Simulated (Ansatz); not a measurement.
# Bi3O4Cl (C2/c): band gap by G0W0 on LDA, part 2 of 2

How far does one-shot GW move the LDA gap of Bi3O4Cl (C2/c)?

Ansatz 0.2.0; LDA, then G0W0 on it, plane waves, PAW. Known limits of the many-body steps: finite bands, screening cutoff and k mesh; no spin-orbit coupling in G0W0; screening cutoff under 40 eV in some runs.

So far. Step 2 (Bands along the symmetry lines): Over mesh and path the gap is 2.476 eV, from k = (-0.500, 0.000, 0.000) to k = (-0.500, -0.500, 0.000). The least direct gap found is 2.513 eV, at k = (-0.500, -0.500, 0.000).

### 3. One-shot GW

G0W0 replaces the xc potential by a self-energy built once from the orbitals of the start. Levels are corrected in the window of bands that the input names, at points of the mesh.

This step: G0W0 on LDA, plane waves, PAW.

input.yaml

```yaml
crystal:
  lattice:
    - [9.6406818171, -2.8238, 0.0]
    - [9.6406818171, 2.8238, 0.0]
    - [-1.5365156966, 0.0, 5.484222887]
  atoms:
    - { symbol: Bi, position: [0.2925, 0.7075, 0.75] }
    - { symbol: Bi, position: [0.7075, 0.2925, 0.25] }
    - { symbol: Bi, position: [0.93879, 0.35443, 0.9332] }
    - { symbol: Bi, position: [0.64557, 0.06121, 0.5668] }
    - { symbol: Bi, position: [0.06121, 0.64557, 0.0668] }
    - { symbol: Bi, position: [0.35443, 0.93879, 0.4332] }
    - { symbol: Cl, position: [0.0, 0.5, 0.5] }
    - { symbol: Cl, position: [0.5, 0.0, 0.0] }
    - { symbol: O, position: [0.055, 0.1312, 0.6074] }
    - { symbol: O, position: [0.8688, 0.945, 0.8926] }
    - { symbol: O, position: [0.945, 0.8688, 0.3926] }
    - { symbol: O, position: [0.1312, 0.055, 0.1074] }
    - { symbol: O, position: [0.4988, 0.6314, 0.4794] }
    - { symbol: O, position: [0.3686, 0.5012, 0.0206] }
    - { symbol: O, position: [0.5012, 0.3686, 0.5206] }
    - { symbol: O, position: [0.6314, 0.4988, 0.9794] }
kpoints:
  mp_grid: { grid: [4, 4, 4] }
hamiltonian:
  xc: lda
scf:
  occupations: { method: fixed }
gw:
  n_empty_bands: 1005
  ecut_chi: 130.0
  qp_bands: [v4, c4]
  qp_kpoints: band_edges
  screening: { model: contour_deformation }
```

Command:

```sh
$ ansatz run input.yaml --threads 3 --pin off --max-ram 92160MiB --backend cuda --events-out ev --progress --plain --runs-dir out --devices 1 --max-vram 13GiB
```

Numbers of over 12 decimals in the logs are rounded to 6 here.

What it wrote:

```text
GPUs: using 1 of 1 available (devices: 1).
[...]
GPU FFT provider: cuFFT
GPU libraries: cuBLAS 13.8.2, cuFFT 12.4.0, cuSOLVER 12.3.4
Crystal: 16 atoms, lattice volume = 298.598 Å³
Basis set: ecut = 420 eV, 5857 PW (Γ)
Bands: 92, of which v1, the nominal top of the filled ones, is band 76 counted from 1 (75 counted from 0)
Symmetry: 4 space group operations
[...]
k-points: 24 of 64
[...]
GPU buffer pool allocated for 207360 grid points (all kernels)
[...]
SCF iter   1: F=—  HF=-79045.018776 eV  |F-HF|=—  |Δ(HF+E_count)|=         —  Δρ=1.42e-2  dr2=6.17e-1  ethr=1.77e-3  ⟨swp⟩=5.0  Hψ=7217  notcnv=0  defer=322
[...]
SCF iter   8: F=-79044.878331 eV  HF=-79044.878331 eV  |F-HF|=8.37e-9  |Δ(HF+E_count)|=   4.49e-7  Δρ=2.75e-6  dr2=2.79e-8  ethr=6.58e-11  ⟨swp⟩=9.0  Hψ=10221  notcnv=0
SCF 1 converged in 8 iterations: F = -79044.878331 eV  dr2 = 2.79e-8
[...]
NSCF: frozen V_eff on 24 k-points
the band table was solved once the SCF had ended and its energy, with any forces and stress, was formed, with the checks that follow a solve (8570 applications of the Hamiltonian). They found nothing against the state; the energy, forces and stress were not computed again (output.eigenvalues in the input reference)
[...]
G₀W₀ screening: q 1/24
[... further progress lines ...]
[...]
SCF converged after 8 iterations
Free energy (F): -79044.878331 eV
[...]
Internal energy: -79044.878331 eV  (E = F + TS)
E sigma→0 (E₀):  -79044.878331 eV
Fermi energy:    7.401679 eV
[...]
--- Band table (eV; the first three rows and the last of 24) ---
  k-point 0: bands = [... 72 lower, 6.6346, 6.7635, 6.8433, 7.1283, 10.1107, 10.3092, 10.5710, 10.9148, ... 12 higher]
  k-point 1: bands = [... 72 lower, 6.7149, 6.7300, 6.9576, 7.1785, 10.3969, 10.6155, 10.8331, 11.0695, ... 12 higher]
  k-point 2: bands = [... 72 lower, 6.7291, 6.7291, 7.0779, 7.0779, 10.4593, 10.4593, 11.2228, 11.2228, ... 12 higher]
  k-point 23: bands = [... 72 lower, 6.7785, 6.7785, 7.0301, 7.0301, 10.8550, 10.8550, 11.2589, 11.2589, ... 12 higher]
--- G₀W₀: contour deformation, 6 samples at zero and on the imaginary axis and 2 off it, 64 q-points, 1005 empty bands' worth ---
  eigenvalues of the whole cell's RPA ε∞ on this k-mesh (on a slab, of 1 + 4πα/V) = 5.3245, 5.3496, 5.5271; static W/v taken at q = 0 is 0.184311
  bands read: the sum over 1081 bands ends inside a degenerate multiplet in 3 slots, whose members it reads at an even weight; the widest, k=2: bands 1081 to 1082 (counted from 1) at 1/2 each
  gw.qp_kpoints: band_edges: 24 of 24 stored k-points solved, in 1 pass; an edge of the gap read off the rows below is read off those points alone
    ik  band        ε_KS         Σx   Σc(E_QP)       V_xc       Z   E_QP_lin       E_QP  E_QP is
     0    73      6.6346   -25.2168     4.5740   -20.2782  0.7209     6.2675     6.2700  root
     0    74      6.7635   -23.2182     3.4734   -19.4047  0.7410     6.4216     6.4234  root
     0    75      6.8433   -23.2576     3.0310   -19.8560  0.7467     6.4706     6.4727  root
     0    76      7.1283   -23.7784     3.2360   -20.2165  0.7463     6.8008     6.8024  root
     0    77     10.1107    -9.9574    -3.5288   -14.2304  0.8085    10.8605    10.8549  root
     0    78     10.3092    -9.8519    -3.5286   -14.1227  0.8069    11.0571    11.0514  root
     0    79     10.5710   -11.3398    -3.4894   -15.6623  0.8008    11.4113    11.4042  root
     0    80     10.9148   -10.5910    -3.6497   -15.0121  0.8068    11.6927    11.6862  root
     1    73      6.7149   -23.2615     3.2049   -19.6830  0.7440     6.3391     6.3413  root
     1    74      6.7300   -24.3937     3.9874   -20.0418  0.7322     6.3632     6.3655  root
     1    75      6.9576   -23.6313     3.2416   -20.0673  0.7461     6.6336     6.6352  root
     1    76      7.1785   -23.4170     2.9280   -20.1729  0.7505     6.8610     6.8624  root
     1    77     10.3969   -10.1856    -3.5708   -14.5125  0.8060    11.1590    11.1530  root
     1    78     10.6155   -10.4713    -3.5870   -14.8189  0.8035    11.3825    11.3762  root
     1    79     10.8331   -10.8037    -3.5897   -15.1968  0.8006    11.6437    11.6366  root
     1    80     11.0695   -10.2714    -3.6905   -14.7711  0.7924    11.8871    11.8786  root
     2    73      6.7291   -23.8963     3.6898   -19.8255  0.7363     6.3457     6.3481  root
     2    74      6.7291   -23.8963     3.6898   -19.8255  0.7363     6.3457     6.3481  root
     2    75      7.0779   -23.7912     3.1494   -20.3380  0.7473     6.7728     6.7741  root
     2    76      7.0779   -23.7912     3.1494   -20.3380  0.7473     6.7728     6.7741  root
     2    77     10.4593   -10.1941    -3.4911   -14.4360  0.8032    11.2161    11.2101  root
     2    78     10.4593   -10.1941    -3.4911   -14.4360  0.8032    11.2161    11.2101  root
     2    79     11.2228   -10.4438    -3.7413   -15.0178  0.7939    12.0645    12.0555  root
     2    80     11.2228   -10.4438    -3.7413   -15.0178  0.7939    12.0645    12.0555  root
     3    73      6.5894   -24.8417     4.4213   -20.0343  0.7237     6.2006     6.2033  root
     3    74      6.7597   -23.4504     3.4375   -19.6085  0.7406     6.3527     6.3553  root
     3    75      6.8872   -23.5097     3.2415   -19.9084  0.7452     6.5255     6.5275  root
     3    76      7.2982   -23.8757     3.1030   -20.5033  0.7473     7.0277     7.0287  root
     3    77     10.5860   -10.3243    -3.6096   -14.6985  0.8033    11.3570    11.3506  root
     3    78     10.6801   -10.1910    -3.5694   -14.5345  0.8012    11.4609    11.4542  root
     3    79     10.9370   -10.9905    -3.6459   -15.4567  0.7998    11.7649    11.7573  root
     3    80     11.2630   -10.4127    -3.7956   -15.0152  0.7970    12.0781    12.0699  root
     4    73      6.5447   -24.4115     4.0987   -19.9378  0.7294     6.1672     6.1697  root
     4    74      6.6827   -23.1650     3.3527   -19.4081  0.7418     6.2758     6.2784  root
     4    75      6.9921   -23.6169     3.2304   -20.0426  0.7462     6.6464     6.6482  root
     4    76      7.2337   -24.0380     3.2222   -20.5466  0.7450     6.9636     6.9646  root
     4    77     10.5247   -10.0495    -3.6754   -14.4900  0.8086    11.2960    11.2898  root
     4    78     10.8224   -10.8567    -3.5485   -15.1930  0.7945    11.6174    11.6102  root
     4    79     11.0415   -10.4917    -3.6654   -14.9341  0.7947    11.8261    11.8186  root
     4    80     11.2166   -11.4560    -3.5802   -15.8655  0.7894    12.0543    12.0458  root
[...]
22    77     10.6229   -10.2792    -3.5784   -14.6180  0.8013    11.3898    11.3833  root
    22    78     10.7029   -11.1464    -3.4816   -15.4109  0.7996    11.4924    11.4859  root
    22    79     10.8169   -10.0951    -3.6727   -14.5605  0.8028    11.6167    11.6096  root
    22    80     11.2474   -10.6427    -3.7546   -15.2195  0.7899    12.0786    12.0696  root
    23    73      6.7785   -23.1882     3.4068   -19.3315  0.7410     6.3254     6.3287  root
    23    74      6.7785   -23.1882     3.4068   -19.3315  0.7410     6.3254     6.3287  root
    23    75      7.0301   -23.8260     3.2037   -20.3223  0.7459     6.7287     6.7300  root
    23    76      7.0301   -23.8260     3.2037   -20.3223  0.7459     6.7287     6.7300  root
    23    77     10.8550    -9.9244    -3.6087   -14.3001  0.7983    11.6290    11.6220  root
    23    78     10.8550    -9.9244    -3.6087   -14.3001  0.7983    11.6290    11.6220  root
    23    79     11.2589   -10.7097    -3.7865   -15.3396  0.7923    12.1117    12.1023  root
    23    80     11.2589   -10.7097    -3.7865   -15.3396  0.7923    12.1117    12.1023  root
```

Wall time 11 min (1 × NVIDIA H100 80GB HBM3 (shared by 6 runs) with 3 threads of AMD EPYC 7R13 (Zen 3), shared host); peak memory 8 GiB; 18 min of CPU time.

This step gave:

| Quantity | Value |
| --- | --- |
| bands summed | 1081 |
| RPA ε∞ on this mesh (eigenvalues) | 5.325, 5.350, 5.527 |
| plane waves in the screening matrix | 1013 |
| q-points in the mesh | 64 |
| G0W0 gap over the corrected points | 3.459 eV |
| k of the valence top | 0, -0.5, 0 |
| k of the conduction bottom | -0.5, -0.5, 0 |
| starting gap on the mesh | 2.476 eV |
| Z at the valence top | 0.7471 |
| Z at the conduction bottom | 0.8133 |
| least direct G0W0 gap over the corrected points | 3.525 eV |

Over all 24 irreducible mesh points the G0W0 gap is 3.459 eV, from k = (0.000, -0.500, 0.000) to k = (-0.500, -0.500, 0.000). The LDA gap of this run on the mesh is 2.476 eV. The two states that bound the G0W0 gap lie that far apart at the start, so the correction of the gap is 3.459 − 2.476 = +0.983 eV.

Labels follow the order of the start: v1 is the top filled band, c1 the lowest empty one; levels that stay degenerate share a row, the window can cut a multiplet, doubted levels are not marked in this list, bands outside the window were not corrected, and the list may be a part of the corrected levels. Levels before and after the correction, in eV, zero at the valence-band top of each column:

|  | conduction bottom | valence top |
| --- | --- | --- |
| Kohn-Sham | 2.48 | 0.00 |
| G0W0 | 3.46 | 0.00 |

```csv
,level,occupation,energy (eV)
Kohn-Sham,(0 -0.5 0) v3,2,-0.810
Kohn-Sham,(0 -0.5 0) v2,2,-0.699
Kohn-Sham,(0 -0.5 0) v1,2,0.000
Kohn-Sham,(0 -0.5 0) c1,0,3.081
Kohn-Sham,(0 -0.5 0) c2,0,3.568
Kohn-Sham,(0 -0.5 0) c3,0,3.782
Kohn-Sham,(-0.5 -0.5 0) v3,2,-0.711
Kohn-Sham,(-0.5 -0.5 0) v2,2,-0.429
Kohn-Sham,(-0.5 -0.5 0) v1,2,-0.037
Kohn-Sham,(-0.5 -0.5 0) c1,0,2.476
Kohn-Sham,(-0.5 -0.5 0) c2,0,3.268
Kohn-Sham,(-0.5 -0.5 0) c3,0,3.445
G0W0,(0 -0.5 0) v3,2,-1.075
G0W0,(0 -0.5 0) v2,2,-0.809
G0W0,(0 -0.5 0) v1,2,0.000
G0W0,(0 -0.5 0) c1,0,4.067
G0W0,(0 -0.5 0) c2,0,4.606
G0W0,(0 -0.5 0) c3,0,4.856
G0W0,(-0.5 -0.5 0) v3,2,-0.815
G0W0,(-0.5 -0.5 0) v2,2,-0.508
G0W0,(-0.5 -0.5 0) v1,2,-0.065
G0W0,(-0.5 -0.5 0) c1,0,3.459
G0W0,(-0.5 -0.5 0) c2,0,4.313
G0W0,(-0.5 -0.5 0) c3,0,4.497
```

The parts of the quasiparticle energy for the two states that bound the G0W0 gap, in eV on the run's own scale (QP = start + Σx + Σc − Vxc, with Σc at the quasiparticle energy):

```
             edge                        k  band  start       Σx      Σc      Vxc      Z      QP
      valence top   (0.000, -0.500, 0.000)    76  7.402  −24.026   3.081  −20.697  0.747   7.154
conduction bottom  (-0.500, -0.500, 0.000)    77  9.877  −10.334  −3.512  −14.582  0.813  10.613
```

### 4. Spin-orbit coupling in LDA

This run has two-component orbitals with spin-orbit coupling.

This step: DFT, LDA with spin-orbit coupling, plane waves, PAW.

input.yaml, as its differences from that of step 3:

```diff
@@ -24,2 +24,14 @@
   mp_grid: { grid: [4, 4, 4] }
+  band_path:
+    path:
+      - [0.0, 0.0, 0.0]
+      - [-0.27313186, 0.27313186, 0.0]
+      - [-0.72686814, -0.27313186, 0.0]
+      - [-0.5, -0.5, 0.0]
+      - [-0.5, -0.5, 0.5]
+      - [-0.74799509, -0.25200491, 0.5]
+      - [-0.25200491, 0.25200491, 0.5]
+      - [0.0, 0.0, 0.5]
+      - [-0.5, 0.0, 0.0]
+    npoints: 1
 hamiltonian:
@@ -28,7 +40,9 @@
   occupations: { method: fixed }
-gw:
-  n_empty_bands: 1005
-  ecut_chi: 130.0
-  qp_bands: [v4, c4]
-  qp_kpoints: band_edges
-  screening: { model: contour_deformation }
+  n_extra_bands: 18
+magnetization:
+  noncollinear: true
+  spin_orbit: true
+output:
+  eigenvalues: true
+  forces: true
+  stress: true
```

What it wrote:

```text
[...]
GPUs: using 1 of 1 available (devices: 1).
[...]
non-collinear run that drives no moment, with spin-orbit: no starting moment large enough to seed its density (crystal.atoms[].spin), no starting occupations that ask for one, no magnetisation constraint and no magnetic field, so the semilocal B_xc is pinned to zero
[...]
GPU FFT provider: cuFFT
GPU libraries: cuBLAS 13.8.2, cuFFT 12.4.0, cuSOLVER 12.3.4
Crystal: 16 atoms, lattice volume = 298.598 Å³
Basis set: ecut = 420 eV, 5857 PW (Γ)
Bands: 170, of which v1, the nominal top of the filled ones, is band 152 counted from 1 (151 counted from 0)
Symmetry: 4 space group operations + 4 with time reversal
[...]
k-points: 24 of 64
Projection manifold: j_resolved (fully-relativistic pseudo-atomic orbitals)
[...]
GPU buffer pool allocated for 207360 grid points (all kernels)
[...]
SCF iter   1: F=—  HF=-79283.696595 eV  |F-HF|=—  |Δ(HF+E_count)|=         —  Δρ=4.48e-2  dr2=5.97e0  dr2_m=0.00e0 (ungated)  ethr=3.10e-3  |M|=0.00e0 ∫|m|=0.00e0 μB  |m|>n=0.0e0 m-floor=0.0e0 τ_xc=0.0e0  β_m=0.30  ⟨swp⟩=5.1  Hψ=7913  notcnv=0  defer=302
[...]
spin=Noncollinear: Resta preconditioning applied to the charge; magnetization (m_x, m_y, m_z) channels mix plain (no charge-response kernel on spin).
[...]
site 14: m = (+0.0000, +0.0000, +0.0000) μB, |m| = 0.0000 μB  (R = 0.86 Å)
  site 15: m = (+0.0000, +0.0000, +0.0000) μB, |m| = 0.0000 μB  (R = 0.86 Å)
Free energy (F): -79281.908755 eV
[...]
Internal energy: -79281.908755 eV  (E = F + TS)
E sigma→0 (E₀):  -79281.908755 eV
Fermi energy:    7.303619 eV
[...]
--- Forces (eV/Å), atoms counted from 1 ---
  atom   1  Bi     0.00000000     0.05798085     0.00000000
  atom   2  Bi    -0.00000000    -0.05798085    -0.00000000
  atom   3  Bi     0.05697341    -0.10386039     0.10281002
  atom   4  Bi    -0.05697341    -0.10386039    -0.10281002
  atom   5  Bi    -0.05697341     0.10386039    -0.10281002
  atom   6  Bi     0.05697341     0.10386039     0.10281002
  atom   7  Cl     0.00000000     0.00000000     0.00000000
  atom   8  Cl     0.00000000     0.00000000     0.00000000
[...]
atom  13  O     -0.10190318     0.09352645     0.17294253
  atom  14  O      0.10190318     0.09352645    -0.17294253
  atom  15  O      0.10190318    -0.09352645    -0.17294253
  atom  16  O     -0.10190318    -0.09352645     0.17294253
  max |Σ_I F_I| component: 1.39e-17 eV/Å
--- Stress (GPa, compression-positive) ---
       -2.236524       0.000000       0.420337
        0.000000      -2.195112      -0.000000
        0.420337      -0.000000      -1.981216
  P = ⅓ Tr σ = -2.1376 GPa (-21.376 kbar)
--- Band table (eV; the first three rows and the last of 24) ---
  k-point 0: bands = [... 148 lower, 6.7677, 6.7677, 7.0371, 7.0371, 9.6340, 9.6340, 9.9659, 9.9659, ... 14 higher]
  k-point 1: bands = [... 148 lower, 6.8622, 6.8622, 7.0972, 7.0972, 9.9092, 9.9092, 10.0660, 10.0660, ... 14 higher]
  k-point 2: bands = [... 148 lower, 6.9844, 6.9844, 6.9844, 6.9844, 9.9962, 9.9962, 9.9962, 9.9962, ... 14 higher]
  k-point 23: bands = [... 148 lower, 6.9398, 6.9398, 6.9398, 6.9398, 10.2857, 10.2857, 10.2857, 10.2857, ... 14 higher]
[key lines of the parts left out:]
SCF converged after 10 iterations
Magnetization: |M| = 0.0000 μB,  M = (+0.0000, +0.0000, +0.0000) μB
```

Run time: 15 s. Hardware: 1 × NVIDIA H100 80GB HBM3 (shared by 6 runs) with 3 threads; peak memory 1.4 GiB.

This step gave:

| Quantity | Value |
| --- | --- |
| pressure | -2.138 GPa |
| gap | 2.253 eV |
| valence top at | k = (-0.500, 0.000, 0.000) |
| conduction bottom at | Y_2 |
| least direct gap | 2.281 eV |

Over mesh and listed points the gap is 2.253 eV, from k = (-0.500, 0.000, 0.000) to k = (-0.500, -0.500, 0.000). The least direct gap found is 2.281 eV, at k = (-0.500, -0.500, 0.000). LDA+SOC against LDA: 2.253 − 2.476 = −0.223 eV, with the same mesh, set of files (read in its fully relativistic form for the spin-orbit run) and cutoff, and both edges at the same k points. The spin-orbit run sees mesh and listed points alone, so its gap is an upper bound: the coupling can move an edge off these points, and the change over the zone, its sign included where it is small, is not known.

### 5. The runs together

Each gap is the least one over the points named; times are wall times on shared hosts, not benchmarks. A G0W0 time includes the run's own self-consistent start. Runs with listed points see these and the mesh alone, so an edge that moves elsewhere is missed. Rows marked * are further runs, not shown as steps, whose inputs differ from the G0W0 step on the same start in the columns given; solver thresholds can differ too. Symmetry makes (-0.500, 0.000, 0.000) and (0.000, -0.500, 0.000) one point.

```
    level   mesh       files, cutoff  bands summed, screening                          points  gap (eV)             valence top        conduction bottom  least direct gap (eV)     time
      LDA  4×4×4  soft_2 PAW, 420 eV                        -                   mesh and path     2.476  (-0.500, 0.000, 0.000)  (-0.500, -0.500, 0.000)                  2.513     10 s
  LDA+SOC  4×4×4  soft_2 PAW, 420 eV                        -          mesh and listed points     2.253  (-0.500, 0.000, 0.000)  (-0.500, -0.500, 0.000)                  2.281     15 s
G0W0@LDA*  4×4×4  soft_2 PAW, 420 eV               241, 39 eV  all 24 irreducible mesh points     3.380  (0.000, -0.500, 0.000)  (-0.500, -0.500, 0.000)                  3.407  1.9 min
G0W0@LDA*  4×4×4  soft_2 PAW, 420 eV               543, 78 eV  all 24 irreducible mesh points     3.339  (0.000, -0.500, 0.000)  (-0.500, -0.500, 0.000)                  3.401  3.4 min
 G0W0@LDA  4×4×4  soft_2 PAW, 420 eV             1081, 130 eV  all 24 irreducible mesh points     3.459  (0.000, -0.500, 0.000)  (-0.500, -0.500, 0.000)                  3.525   11 min
G0W0@LDA*  2×2×2  soft_2 PAW, 420 eV               543, 78 eV   all 6 irreducible mesh points     3.327  (0.000, -0.500, 0.000)  (-0.500, -0.500, 0.000)                  3.380     18 s
```

### 6. Summary of results

| Item | Value |
| --- | --- |
| LDA gap over mesh and path | 2.476 eV, from k = (-0.500, 0.000, 0.000) to k = (-0.500, -0.500, 0.000) |
| G0W0@LDA gap over all 24 irreducible mesh points | 3.459 eV, from k = (0.000, -0.500, 0.000) to k = (-0.500, -0.500, 0.000) |
| LDA+SOC gap over mesh and listed points | 2.253 eV |
| GW settings | 4×4×4 mesh, 1005 empty bands, screening to 130 eV |
| known limits | finite bands, screening cutoff and k mesh; no spin-orbit coupling in G0W0; screening cutoff under 40 eV in some runs |

**Reading.** Over all 24 irreducible mesh points the G0W0 gap is 3.459 eV, from k = (0.000, -0.500, 0.000) to k = (-0.500, -0.500, 0.000). The LDA gap of this run on the mesh is 2.476 eV. The two states that bound the G0W0 gap lie that far apart at the start, so the correction of the gap is 3.459 − 2.476 = +0.983 eV. The valence state moves by 7.154 − 7.402 = −0.248 eV and the conduction state by 10.613 − 9.877 = +0.736 eV, on the run's own scale; with 241 bands the edge states move by +0.277 and +1.181 eV, so the split between the edges depends on the bands and cutoff. Both edges that LDA shows over mesh and path lie at k points where levels were corrected. Levels at other points were not corrected, so a lower G0W0 gap elsewhere in the zone is not ruled out. From 241 bands and 39 eV to 1081 bands and 130 eV the gap moves by 3.459 − 3.380 = +0.079 eV (rung by rung 3.380, 3.339, 3.459 eV); bands and screening cutoff rise together, so their parts are not told apart. The gap turns back along the series (3.380, 3.339, 3.459 eV), so no line is drawn and the limit is not known. With the 2×2×2 mesh in place of the 4×4×4 mesh and all else as in the G0W0@LDA row with 543 bands, the gap differs by 3.327 − 3.339 = −0.012 eV, and that of the start by 2.480 − 2.476 = +0.004 eV. LDA+SOC against LDA: 2.253 − 2.476 = −0.223 eV, with the same mesh, set of files (read in its fully relativistic form for the spin-orbit run) and cutoff, and both edges at the same k points. The spin-orbit run sees mesh and listed points alone, so its gap is an upper bound: the coupling can move an edge off these points, and the change over the zone, its sign included where it is small, is not known. What spin-orbit coupling does to the G0W0 levels was not computed, so no sum with the G0W0 gap is formed. The G0W0 runs are scalar-relativistic. G0W0 is shown with one set of atomic data (soft_2 PAW), so the error from the files is not known here. A screening cutoff under 40 eV is crude: G0W0@LDA with 241 bands at 39 eV.

[Paths, hosts, dates, memory and timing lines, banners, echoed tables and standing remarks are left out of the program output.]

[Logs are printed without paths, hosts, clocks, repeated set-up lines and the standing remarks that a program may print on its own settings, such as how far it seeks lower states.]

[Runs of the session that timed out or met a known fault of the program may be left out.]

[Cells called generated may have been cut or substituted from an entry of the Crystallography Open Database or the Materials Project.]

[Hosts, paths, dates, database ids (printed as entryN), source tags and the programs' standing remarks are cut or masked in the printed files.]

[Where an RPA ε∞ is given, it is that of the G0W0 mesh and is not shown converged in it. Names of k-points follow the symmetry that the program found, which can be lower than the space group named. Band edges on a path are those of the sampled points; other points can move an edge, and change direct to indirect where valleys lie close.]

[Hybrid gaps are those of their k-mesh and are not shown converged in it.]
